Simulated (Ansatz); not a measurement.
# SrTiO3 (I4/mcm): G0W0 under other settings

A base run on SrTiO3 (I4/mcm), then changed inputs.

Calculated with Ansatz 0.2.0; G0W0 on PBE, plane waves, PAW; PAW set soft_1.

This is a report of a sequence of runs, with most program output left out.

## (1) Starting point

The structure is tetragonal, space group I4/mcm (No. 140). Conventional cell: a = 5.511 Å, b = 5.511 Å, c = 7.796 Å, α = 90.00°, β = 90.00°, γ = 90.00°. Sr has 12 O at 2.73 to 2.78 Å nearest. Nearest to Ti lie 6 O at 1.95 Å. Nearest to O lie 2 Ti at 1.95 Å and 4 Sr at 2.76 Å. O has 2 Ti at 1.95 Å and 4 Sr at 2.73 to 2.78 Å nearest. Farther neighbours and most contacts between anions are not listed.

The cell and positions come from the Crystallography Open Database and are kept as given unless a step says otherwise.

## (2) The base run: 4×4×4 mesh, 268 empty bands, screening to 100 eV, PAW set soft_1 files

G0W0 replaces the xc potential by the self-energy, built once from these orbitals. Only a window of levels is corrected, while the sums run over the empty bands that the input names. This step takes PAW set soft_1 files.

input.yaml reads:

```yaml
crystal:
  lattice:
    - [-2.7555, 2.7555, 3.898]
    - [2.7555, -2.7555, 3.898]
    - [2.7555, 2.7555, -3.898]
  atoms:
    - { symbol: Sr, position: [0.75, 0.25, 0.5] }
    - { symbol: Sr, position: [0.25, 0.75, 0.5] }
    - { symbol: Ti, position: [0.0, 0.0, 0.0] }
    - { symbol: Ti, position: [0.5, 0.5, 0.0] }
    - { symbol: O, position: [0.25, 0.25, 0.0] }
    - { symbol: O, position: [0.75, 0.75, 0.0] }
    - { symbol: O, position: [0.7451, 0.2451, 0.9902] }
    - { symbol: O, position: [0.2451, 0.2549, 0.5] }
    - { symbol: O, position: [0.2549, 0.7549, 0.0098] }
    - { symbol: O, position: [0.7549, 0.7451, 0.5] }
kpoints:
  mp_grid: { grid: [4, 4, 4] }
hamiltonian:
  xc: pbe
  pseudopotentials: { kind: paw, azcp: { folder: soft_1 } }
scf:
  occupations: { method: fixed }
gw:
  n_empty_bands: 268
  ecut_chi: 100
  qp_bands: [v3, c3]
  qp_kpoints: band_edges
  screening: { model: contour_deformation }
```

Launch:

```bash
> ansatz run input.yaml --threads 2 --pin off --max-ram 73728MiB --backend cuda --events-out ev --progress --plain --runs-dir out --devices 1 --max-vram 13GiB
```

Wall time 23 s (1 × NVIDIA H100 80GB HBM3 (shared by 6 runs) with 2 threads of AMD EPYC 7R13 (Zen 3), shared host); peak memory 1.4 GiB; 22 s of CPU time.

Numbers from this step:

```
bands summed                                 : 308
RPA ε∞ on this mesh (eigenvalues)            : 6.186, 6.186, 6.187
plane waves in the screening matrix          : 283
q-points in the mesh                         : 64
G0W0 gap on the mesh                         : 3.453 eV
k of the valence top                         : 0, 0, 0
k of the conduction bottom                   : 0, 0, 0
starting gap on the mesh                     : 1.906 eV
Z at the valence top                         : 0.7233
Z at the conduction bottom                   : 0.7429
least direct G0W0 gap on the computed points : 3.453 eV
```

The gap on the mesh goes from 1.91 eV to 3.45 eV, a correction of +1.55 eV. Between the two edge states, bare exchange in place of the xc potential would open the gap by 12.69 eV, and correlation takes back 11.15 eV.

## (3) Variant: potentials

Other atomic data (norm-conserving) test the pseudisation: the cutoff goes from 420 to 1240 eV, with the same valence electrons.

This step: G0W0 on PBE, plane waves, norm-conserving pseudopotentials.

Edit input.yaml of step 2 so:

```diff
@@ -20,3 +20,3 @@
   xc: pbe
-  pseudopotentials: { kind: paw, azcp: { folder: soft_1 } }
+  pseudopotentials: { kind: nc }
 scf:
```

Wall time 61 s (1 × NVIDIA H100 80GB HBM3 (shared by 6 runs) with 2 threads); peak memory 2.3 GiB; 82 s of CPU time.

The G0W0 gap on the mesh is 3.466 eV.

Against the base:

| setting | base | variant |
| --- | --- | --- |
| files | PAW set soft_1 | norm-conserving |

| quantity | variant | base |
| --- | --- | --- |
| starting gap on the mesh | 1.902 | 1.906 |
| G0W0 gap on the mesh | 3.466 | 3.453 |
| least direct G0W0 gap on the computed points | 3.466 | 3.453 |
| Z at the valence top | 0.723 | 0.723 |
| Z at the conduction bottom | 0.743 | 0.743 |

## (4) Variant: potentials

This step: G0W0 on PBE, plane waves, PAW.

Edit input.yaml of step 3 so:

```diff
@@ -20,3 +20,3 @@
   xc: pbe
-  pseudopotentials: { kind: nc }
+  pseudopotentials: { kind: paw, source: ansatz }
 scf:
```

It took 44 s on 1 × NVIDIA H100 80GB HBM3 (shared by 6 runs) with 2 threads; peak memory 1.9 GiB.

The G0W0 gap on the mesh is 3.447 eV.

Against the base:

```csv
setting,base,variant
files,PAW set soft_1,hard PAW
```

```
                                    quantity  variant   base
                    starting gap on the mesh    1.895  1.906
                        G0W0 gap on the mesh    3.447  3.453
least direct G0W0 gap on the computed points    3.447  3.453
                        Z at the valence top    0.723  0.723
                  Z at the conduction bottom    0.743  0.743
```

## (5) Variant: frequency model

A plasmon pole stands in for the full frequency dependence of the screening; this run shows what that costs in accuracy.

This step: G0W0 on PBE, plane waves, PAW; PAW set soft_1.

Edit input.yaml of step 4 so:

```diff
@@ -20,3 +20,3 @@
   xc: pbe
-  pseudopotentials: { kind: paw, source: ansatz }
+  pseudopotentials: { kind: paw, azcp: { folder: soft_1 } }
 scf:
@@ -28,2 +28,2 @@
   qp_kpoints: band_edges
-  screening: { model: contour_deformation }
+  screening: { model: godby_needs }
```

Run time: 25 s. Hardware: 1 × NVIDIA H100 80GB HBM3 (shared by 6 runs) with 2 threads; peak memory 1.9 GiB.

The G0W0 gap on the mesh is 3.465 eV.

Against the base:

```
        setting                 base       variant
frequency model  contour deformation  plasmon pole
```

```csv
quantity,variant,base
starting gap on the mesh,1.906,1.906
G0W0 gap on the mesh,3.465,3.453
least direct G0W0 gap on the computed points,3.465,3.453
Z at the valence top,0.768,0.723
Z at the conduction bottom,0.782,0.743
```

## (6) What came out

| Item | Value |
| --- | --- |
| base | 3.45 eV, 23 s |
| potentials | 3.47 eV, 61 s |
| potentials | 3.45 eV, 44 s |
| frequency model | 3.46 eV, 25 s |

Potentials: the gap moves by +0.01 eV and the time by a factor of 2.7 (the plane-wave cutoff goes from 420 to 1240 eV). Potentials: the gap moves by −0.01 eV (the plane-wave cutoff goes from 420 to 930 eV). Frequency model: the gap moves by +0.01 eV. All runs here use a coarse mesh and modest cutoffs; they test settings and are not final values. The many-body steps are scalar-relativistic: spin-orbit coupling is not in them.

[Paths, hosts, dates, memory and timing lines, banners, echoed tables and standing remarks are left out of the program output.]

[Logs are printed without paths, hosts, clocks, repeated set-up lines and the standing remarks that a program may print on its own settings, such as how far it seeks lower states.]

[Runs of the session that timed out or met a known fault of the program may be left out.]

[Cells called generated may have been cut or substituted from an entry of the Crystallography Open Database or the Materials Project.]

[Hosts, paths, dates, database ids (printed as entryN), source tags and the programs' standing remarks are cut or masked in the printed files.]
